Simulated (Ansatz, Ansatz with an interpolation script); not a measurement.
# G0W0 band structure of Cs2TlBiF6 (Fm-3m)

Wanted: quasiparticle gap and band widths of Cs2TlBiF6 (Fm-3m) over the whole zone.

Method: LDA, Wannier functions and G0W0, plane waves, PAW, in Ansatz 0.2.0.

## 1. Starting point

The structure is cubic, space group Fm-3m (No. 225). The conventional cell has a = 9.727 Å, b = 9.727 Å, c = 9.727 Å, α = 90.00°, β = 90.00°, γ = 90.00°. Nearest to Cs lie 12 F at 3.44 Å. Nearest to Tl lie 6 F at 2.63 Å. Nearest to Bi lie 6 F at 2.24 Å. Nearest to F lie 1 Bi at 2.24 Å and 1 Tl at 2.63 Å and 4 Cs at 3.44 Å. Farther neighbours and most contacts between anions are not listed.

The cell and positions come from the Crystallography Open Database and are kept as given unless a step says otherwise. Spin-orbit coupling is left out unless a step names it.

## 2. LDA bands

Levels along a band path, at the cheap level, show where the edges lie and whether the meshes to come will hold them.

This step: DFT, LDA, plane waves, PAW; PAW set soft_1.

Input file input.yaml:

```yaml
crystal:
  lattice:
    - [0.0, 4.8635, 4.8635]
    - [4.8635, 0.0, 4.8635]
    - [4.8635, 4.8635, 0.0]
  atoms:
    - { symbol: Cs, position: [0.25, 0.25, 0.25] }
    - { symbol: Cs, position: [0.75, 0.75, 0.75] }
    - { symbol: Tl, position: [0.5, 0.5, 0.5] }
    - { symbol: Bi, position: [0.0, 0.0, 0.0] }
    - { symbol: F, position: [0.77, 0.23, 0.23] }
    - { symbol: F, position: [0.23, 0.77, 0.23] }
    - { symbol: F, position: [0.23, 0.77, 0.77] }
    - { symbol: F, position: [0.77, 0.23, 0.77] }
    - { symbol: F, position: [0.23, 0.23, 0.77] }
    - { symbol: F, position: [0.77, 0.77, 0.23] }
kpoints:
  mp_grid: { grid: [4, 4, 4] }
  band_path:
    path:
      - [[0.0, 0.0, 0.0], [0.5, 0.0, 0.5], [0.625, 0.25, 0.625]]
      - [[0.375, 0.375, 0.75], [0.0, 0.0, 0.0], [0.5, 0.5, 0.5], [0.5, 0.25, 0.75], [0.5, 0.0, 0.5]]
    npoints: 10
hamiltonian:
  xc: lda
  pseudopotentials: { kind: paw, azcp: { folder: soft_1 }, xc_functional: pbe }
scf:
  occupations: { method: fermi_dirac, width: 0.02 }
  n_extra_bands: 122
output:
  eigenvalues: true
  forces: true
  stress: true
  fatbands: true
  write_density: true
  write_potential: true
  elf: true
  volumetric_format: npy
```

On the command line:

```bash
ansatz run input.yaml --threads 2 --pin off --max-ram 92160MiB --backend cuda --events-out ev --progress --plain --runs-dir out --devices 1 --max-vram 13GiB
```

Numbers of over 12 decimals in the logs are rounded to 6 here.

The program printed:

```text
scf.n_extra_bands = 122 over 44 filled bands (N_el = 88.0): the run solves 166 bands
GPUs: using 1 of 1 available (devices: 1).
Engine: ansatz 0.2.0, x86_64-unknown-linux-gnu
Pseudopotentials: kind: paw
Pseudopotential: Cs, paw, valence charge 9, recommended cutoff 420 eV (normal), soft_1/Cs.paw.azcp
Pseudopotential: Tl, paw, valence charge 13, recommended cutoff 420 eV (normal), soft_1/Tl.paw.azcp
Pseudopotential: Bi, paw, valence charge 15, recommended cutoff 420 eV (normal), soft_1/Bi.paw.azcp
Pseudopotential: F, paw, valence charge 7, recommended cutoff 420 eV (normal), soft_1/F.paw.azcp
Functional definition: SPW92
  exchange = slater_x
  correlation = pw_c
device memory: the entry about to start is reckoned to put 4.6 GiB on a device that reports 43.0 GiB free (of which the cap on the GPU budget leaves the run 13.0 GiB)
GPU FFT provider: cuFFT
GPU libraries: cuBLAS 13.8.2, cuFFT 12.4.0, cuSOLVER 12.3.4
Crystal: 10 atoms, lattice volume = 230.079 Å³
Basis set: ecut = 420 eV, 4573 PW (Γ)
Bands: 166, of which v1, the nominal top of the filled ones, is band 44 counted from 1 (43 counted from 0)
Symmetry: 48 space group operations
Space group: Fm-3m (ITA 225), of the structure as read, at distance tolerance 6.1e-5 Å
k-points: 8 of 64
Non-local potential: Cs, projectors of the file, l = 0: 3, l = 1: 2, l = 2: 2, l = 3: 2
Non-local potential: Tl, projectors of the file, l = 0: 2, l = 1: 2, l = 2: 2, l = 3: 1
Non-local potential: Bi, projectors of the file, l = 0: 2, l = 1: 2, l = 2: 2, l = 3: 1
Non-local potential: F, projectors of the file, l = 0: 2, l = 1: 2, l = 2: 1
PAW form: soft (Blöchl's): semilocal exchange-correlation on the pseudo side does not see the compensation charge
PAW frozen core: Cs, regenerated for the run's functional, and the local potential with it (the file was generated under x = pbe(κ = 0.804, μ = 0.219515), c = pbe(β = 0.066725))
PAW frozen core: Tl, regenerated for the run's functional, and the local potential with it (the file was generated under x = pbe(κ = 0.804, μ = 0.219515), c = pbe(β = 0.066725))
PAW frozen core: Bi, regenerated for the run's functional, and the local potential with it (the file was generated under x = pbe(κ = 0.804, μ = 0.219515), c = pbe(β = 0.066725))
PAW frozen core: F, regenerated for the run's functional, and the local potential with it (the file was generated under x = pbe(κ = 0.804, μ = 0.219515), c = pbe(β = 0.066725))
PAW one-centre angular grid: Cs, 194 points (default); XC on 64 Gauss nodes
PAW one-centre angular grid: Tl, 590 points (default); XC on 64 Gauss nodes
PAW one-centre angular grid: Bi, 590 points (default); XC on 64 Gauss nodes
PAW one-centre angular grid: F, 110 points (default); XC on 64 Gauss nodes
Initial density: superposition of atomic densities (chi_scale 0.1, normalization cell, long waves kept (reshape's long-wave potential 0.02 eV rms))
Initial wavefunctions: pseudopotential atomic-orbital guess
GPU buffer pool allocated for 110592 grid points (all kernels)
GPU transforms: local potential and band sums: pruned to the plane-wave sphere, on 45×45×45
Functional: x = slater, c = lda
SCF iter   1: F=—  HF=-39030.252888 eV  |F-HF|=—  |Δ(HF+E_count)|=         —  Δρ=1.68e-1  dr2=6.06e1  ethr=3.10e-3  ⟨swp⟩=5.1  Hψ=6016  notcnv=0  defer=742
preconditioner: auto → Resta (q_TF=auto, 2.324 Å⁻¹)  ε∞=1.6  [insulator: Δε(μ)=0.614 eV  Ē_g=26.272 eV  σ=0.020 eV  W_gap=0.67  n_scr=58 (ndim 8)  ℏωp=21.1 eV  f_vac=0.021  D(μ)=1.05/eV (n_scr^D=0)  ε∞_Penn≈1.6]
SCF iter   2: F=—  HF=-39020.859016 eV  |F-HF|=—  |Δ(HF+E_count)|=    9.39e0  Δρ=1.15e-1  dr2=1.80e1  ethr=3.10e-3  ⟨swp⟩=3.1  Hψ=1989  notcnv=0  defer=918
SCF iter   3: F=—  HF=-39015.859608 eV  |F-HF|=—  |Δ(HF+E_count)|=    5.00e0  Δρ=1.87e-2  dr2=6.74e-1  ethr=3.10e-3  ⟨swp⟩=2.2  Hψ=1894  notcnv=0  defer=924
SCF iter   4: F=—  HF=-39015.754970 eV  |F-HF|=—  |Δ(HF+E_count)|=   1.05e-1  Δρ=5.64e-3  dr2=7.59e-2  ethr=7.66e-4  ⟨swp⟩=3.0  Hψ=1892  notcnv=0  defer=924
SCF iter   5: F=—  HF=-39015.741016 eV  |F-HF|=—  |Δ(HF+E_count)|=   1.40e-2  Δρ=9.46e-4  dr2=2.46e-3  ethr=8.63e-5  ⟨swp⟩=2.6  Hψ=642  notcnv=0  defer=924
SCF iter   6: F=—  HF=-39015.740740 eV  |F-HF|=—  |Δ(HF+E_count)|=   2.76e-4  Δρ=2.04e-4  dr2=7.43e-5  ethr=2.79e-6  ⟨swp⟩=1.1  Hψ=1420  notcnv=0  defer=924
SCF iter   7: F=—  HF=-39015.741216 eV  |F-HF|=—  |Δ(HF+E_count)|=   4.76e-4  Δρ=4.41e-5  dr2=3.26e-6  ethr=8.45e-8  ⟨swp⟩=2.0  Hψ=828  notcnv=0  defer=924
SCF iter   8: F=—  HF=-39015.741216 eV  |F-HF|=—  |Δ(HF+E_count)|=   1.07e-7  Δρ=8.21e-6  dr2=1.61e-7  ethr=3.70e-9  ⟨swp⟩=2.0  Hψ=648  notcnv=0  defer=924
SCF iter   9: F=-39015.741216 eV  HF=-39015.741216 eV  |F-HF|=1.68e-8  |Δ(HF+E_count)|=   1.21e-8  Δρ=3.10e-6  dr2=2.33e-8  ethr=1.14e-10  ⟨swp⟩=19.6  Hψ=13011  notcnv=0
SCF 1 converged in 9 iterations: F = -39015.741216 eV  dr2 = 2.33e-8
[...]
device memory: the entry about to start is reckoned to put 3.8 GiB on a device that reports 44.1 GiB free (of which the cap on the GPU budget leaves the run 13.0 GiB)
NSCF: frozen V_eff on 62 k-points
SCF converged after 9 iterations
Free energy (F): -39015.741216 eV
Harris-Foulkes:  -39015.741216 eV  (|F-HF|=1.68e-8)
Internal energy: -39015.741216 eV  (E = F + TS)
E sigma→0 (E₀):  -39015.741216 eV
Fermi energy:    6.254374 eV
--- Per-component energies (eV) ---
  E_band       = -503.091696
  E_kinetic    = 1981.112242
  E_local      = -7533.133425  (includes V_loc(G=0)·N_el)
  E_nonlocal   = 1319.864659
  E_hartree    = 2919.584295
  E_xc         = -1146.681016
  E_vxc        = -1120.256223  (∫ρ·V_xc dr)
  E_paw        = -31176.539793  (= ΣΔE_a)
  E_vpaw       = -989.839882  (= ΣTr[D̂ρ^β])
  E_aug_tail   = 0.004272  (compensation charges beyond the density's cutoff)
  E_ewald      = -5381.026817
  E_core_change = 1.074367  (= ΣΔE_core)
  E_smearing   = -0.000000  (= −TS)
  E_closure    = -0.000000  (closes the sum)
  Σ components = -39015.741216   (vs F -39015.741216, Δ=0.00e0)
--- Forces (eV/Å), atoms counted from 1 ---
  atom   1  Cs     0.00000000    -0.00000000    -0.00000000
  atom   2  Cs     0.00000000    -0.00000000    -0.00000000
  atom   3  Tl     0.00000000    -0.00000000    -0.00000000
  atom   4  Bi     0.00000000    -0.00000000    -0.00000000
  atom   5  F      0.08865892     0.00000000    -0.00000000
  atom   6  F     -0.00000000     0.08865892     0.00000000
  atom   7  F     -0.08865892    -0.00000000     0.00000000
  atom   8  F      0.00000000    -0.08865892     0.00000000
  atom   9  F     -0.00000000     0.00000000     0.08865892
  atom  10  F      0.00000000    -0.00000000    -0.08865892
  max |Σ_I F_I| component: 2.79e-17 eV/Å
--- Stress (GPa, compression-positive) ---
       -1.826248      -0.000000       0.000000
        0.000000      -1.826248      -0.000000
        0.000000       0.000000      -1.826248
  P = ⅓ Tr σ = -1.8262 GPa (-18.262 kbar)
--- Band table (eV; the first three rows and the last of 8) ---
  k-point 0: bands = [... 40 lower, 1.4907, 1.4907, 1.4907, 4.9073, 7.6234, 7.6234, 7.6234, 9.1004, ... 118 higher]
  k-point 1: bands = [... 40 lower, 1.4418, 1.4573, 1.6602, 4.2436, 8.0936, 8.0936, 8.3664, 9.1791, ... 118 higher]
  k-point 2: bands = [... 40 lower, 1.4054, 1.4126, 2.8509, 3.0268, 9.0216, 9.0216, 9.1529, 9.2386, ... 118 higher]
  k-point 7: bands = [... 40 lower, 1.4119, 1.4119, 3.3535, 3.3800, 8.2322, 8.2322, 9.3135, 9.5779, ... 118 higher]
```

It took 14 s on 1 × NVIDIA H100 80GB HBM3 (shared by 6 runs) with 2 threads of AMD EPYC 7R13 (Zen 3), shared host; peak memory 1.1 GiB.

In the SCF lines HF is the Harris–Foulkes energy and dr2 the Hartree energy of the density residual, in eV; the loop may stop once dr2 is under the threshold and the program's other checks hold. Hψ counts applications of the Hamiltonian.

This step gave:

| Item | Value |
| --- | --- |
| pressure | -1.826 GPa |
| filled bands | 44 |
| gap | 2.716 eV |
| valence top at | Γ |
| conduction bottom at | Γ |
| least direct gap | 2.716 eV |

The gap is direct, at Γ.

The electronic bands at the labelled points (eV, zero at the top of the highest nominally filled band):

| point | band 41 | band 42 | band 43 | band 44 | band 45 | band 46 | band 47 | band 48 |
| --- | --- | --- | --- | --- | --- | --- | --- | --- |
| Γ | -3.42 | -3.42 | -3.42 | 0.00 | 2.72 | 2.72 | 2.72 | 4.19 |
| halfway | -3.50 | -3.42 | -2.97 | -0.59 | 3.14 | 3.14 | 3.74 | 3.91 |
| X | -3.56 | -3.42 | -1.92 | -0.89 | 3.02 | 3.66 | 3.66 | 5.19 |
| halfway | -3.55 | -3.43 | -1.87 | -1.02 | 3.06 | 3.68 | 3.74 | 5.14 |
| U | -3.53 | -3.46 | -1.74 | -1.37 | 3.17 | 3.75 | 3.96 | 4.85 |
| jump to K | -3.53 | -3.46 | -1.74 | -1.37 | 3.17 | 3.75 | 3.96 | 4.85 |
| halfway | -3.49 | -3.46 | -2.96 | -0.83 | 3.12 | 3.47 | 3.86 | 4.12 |
| Γ | -3.42 | -3.42 | -3.42 | 0.00 | 2.72 | 2.72 | 2.72 | 4.19 |
| halfway | -3.47 | -3.45 | -3.25 | -0.66 | 3.19 | 3.19 | 3.46 | 4.27 |
| L | -3.50 | -3.49 | -2.06 | -1.88 | 4.11 | 4.11 | 4.25 | 4.33 |
| halfway | -3.50 | -3.49 | -1.79 | -1.70 | 3.57 | 3.62 | 4.26 | 4.49 |
| W | -3.50 | -3.50 | -1.55 | -1.53 | 3.32 | 3.32 | 4.41 | 4.67 |
| halfway | -3.54 | -3.44 | -1.83 | -1.12 | 3.11 | 3.56 | 3.94 | 5.05 |
| X | -3.56 | -3.42 | -1.92 | -0.89 | 3.02 | 3.66 | 3.66 | 5.19 |

Electrostatic potential energy in the ac plane of the conventional cell at fractional y = 0.000, with atoms of Tl and Bi and F within 0.2 Å of it. With pseudopotentials it is smooth inside the atoms' cores, unlike the true potential.

Values in eV, 13 rows by 16 columns, each cell a mean:
```
-40 -18   2 -20 -10   8  -4 -31 -34 -13   7  -2 -22  -2  -9 -38
 -4   4   9  10  10   9   7   2   0   6   9  10  10   9   6  -2
-30   4  10   9   9  10  10  -1  -6   9  10   9   9  10   9 -21
-18   7  10   9   9  10   8 -26 -35   3  10   9   9  10   9 -11
  6   8   9  10  10   9   8  -1  -4   6   9  10  10  10   9   6
-27  -7   8   4  -8   3  -4 -29 -33 -11   5  -7  -1   9   0 -23
-36 -20   6 -12 -39 -12 -14 -43 -44 -26  -4 -36 -25   7 -10 -36
-18  -2   8   8   1   7   0 -20 -24  -5   7   2   6   9   3 -15
  7   9  10  10  10   9   8  -5 -10   7   9  10  10  10   9   7
-28   5  10   9   9  10   9 -26 -35   3  10   9   9  10   9 -20
-21   6  10   9   9  10  10   4   2   9  10   9   9  10   9 -14
-12   1   8   8   9   9   6  -5  -7   3   9  10   8   9   4  -9
-43 -23  -1 -30 -19   8  -7 -35 -36 -17   7  -8 -32  -7 -12 -41
```
Columns run along a (9.7 Å; values clipped at the 3rd and 97th percentile), rows up along c (9.7 Å), edges of the conventional cell, whose origin can differ from the input's. Atoms in or near the plane, at fractional coordinates: Tl at (0.50, 0.00), Tl at (0.00, 0.50), Bi at (0.00, 0.00), Bi at (0.50, 0.50), F at (0.23, 0.00), F at (0.73, 0.50), F at (0.77, 0.00), F at (0.27, 0.50), F at (0.00, 0.23), F at (0.50, 0.73), F at (0.50, 0.27), F at (0.00, 0.77).

Valence density in the ac plane of the conventional cell at fractional y = 0.000, with atoms of Tl and Bi and F within 0.2 Å of it. It is the smooth field of the valence electrons, not physical close to the nuclei.

Values in units of 1e0 e/Å³, 13 rows by 16 columns, each cell a mean:
```
4.3 1.1 0.6 4.2 2.5 0.2 0.6 2.9 3.5 1.1 0.2 1.4 4.8 1.2 0.6 3.5
0.7 0.2 0.1 0.1 0.1 0.0 0.1 0.4 0.4 0.2 0.0 0.1 0.1 0.1 0.1 0.5
6.2 0.7 0.0 0.0 0.0 0.0 0.1 1.3 1.8 0.3 0.0 0.0 0.0 0.0 0.3 4.2
3.9 0.5 0.0 0.0 0.0 0.0 0.3 5.2 7.8 0.8 0.0 0.0 0.0 0.0 0.2 2.7
0.3 0.1 0.0 0.0 0.1 0.0 0.1 0.8 1.0 0.2 0.1 0.1 0.0 0.0 0.1 0.2
2.3 0.7 0.1 0.7 2.2 0.6 0.4 2.2 2.8 0.7 0.4 1.9 1.2 0.2 0.4 1.9
5.1 1.5 0.2 2.6 9.4 2.1 1.0 5.1 6.4 1.7 1.0 8.1 4.8 0.3 0.9 4.2
1.5 0.5 0.1 0.4 0.9 0.3 0.3 1.4 1.7 0.5 0.2 0.9 0.6 0.1 0.3 1.2
0.3 0.1 0.0 0.0 0.0 0.0 0.2 1.4 2.0 0.3 0.0 0.0 0.0 0.0 0.1 0.3
6.0 0.6 0.0 0.0 0.0 0.0 0.3 5.2 7.8 0.8 0.0 0.0 0.0 0.0 0.3 4.0
4.2 0.5 0.0 0.0 0.0 0.0 0.1 0.6 0.8 0.2 0.0 0.0 0.0 0.0 0.2 2.8
0.9 0.3 0.1 0.3 0.2 0.1 0.2 0.6 0.8 0.3 0.1 0.2 0.3 0.2 0.2 0.7
5.5 1.5 0.8 6.4 3.8 0.3 0.7 3.6 4.5 1.3 0.2 2.0 7.3 1.7 0.8 4.4
```
Columns run along a (9.7 Å), rows up along c (9.7 Å), edges of the conventional cell, whose origin can differ from the input's. Atoms in or near the plane, at fractional coordinates: Tl at (0.50, 0.00), Tl at (0.00, 0.50), Bi at (0.00, 0.00), Bi at (0.50, 0.50), F at (0.23, 0.00), F at (0.73, 0.50), F at (0.77, 0.00), F at (0.27, 0.50), F at (0.00, 0.23), F at (0.50, 0.73), F at (0.50, 0.27), F at (0.00, 0.77).

(Part 1 of 3 ends here.)

[Paths, hosts, dates, memory and timing lines, banners, echoed tables and standing remarks are left out of the program output.]

[Logs are printed without paths, hosts, clocks, repeated set-up lines and the standing remarks that a program may print on its own settings, such as how far it seeks lower states.]

[Runs of the session that timed out or met a known fault of the program may be left out.]

[Hosts, paths, dates, database ids (printed as entryN), source tags and the programs' standing remarks are cut or masked in the printed files.]
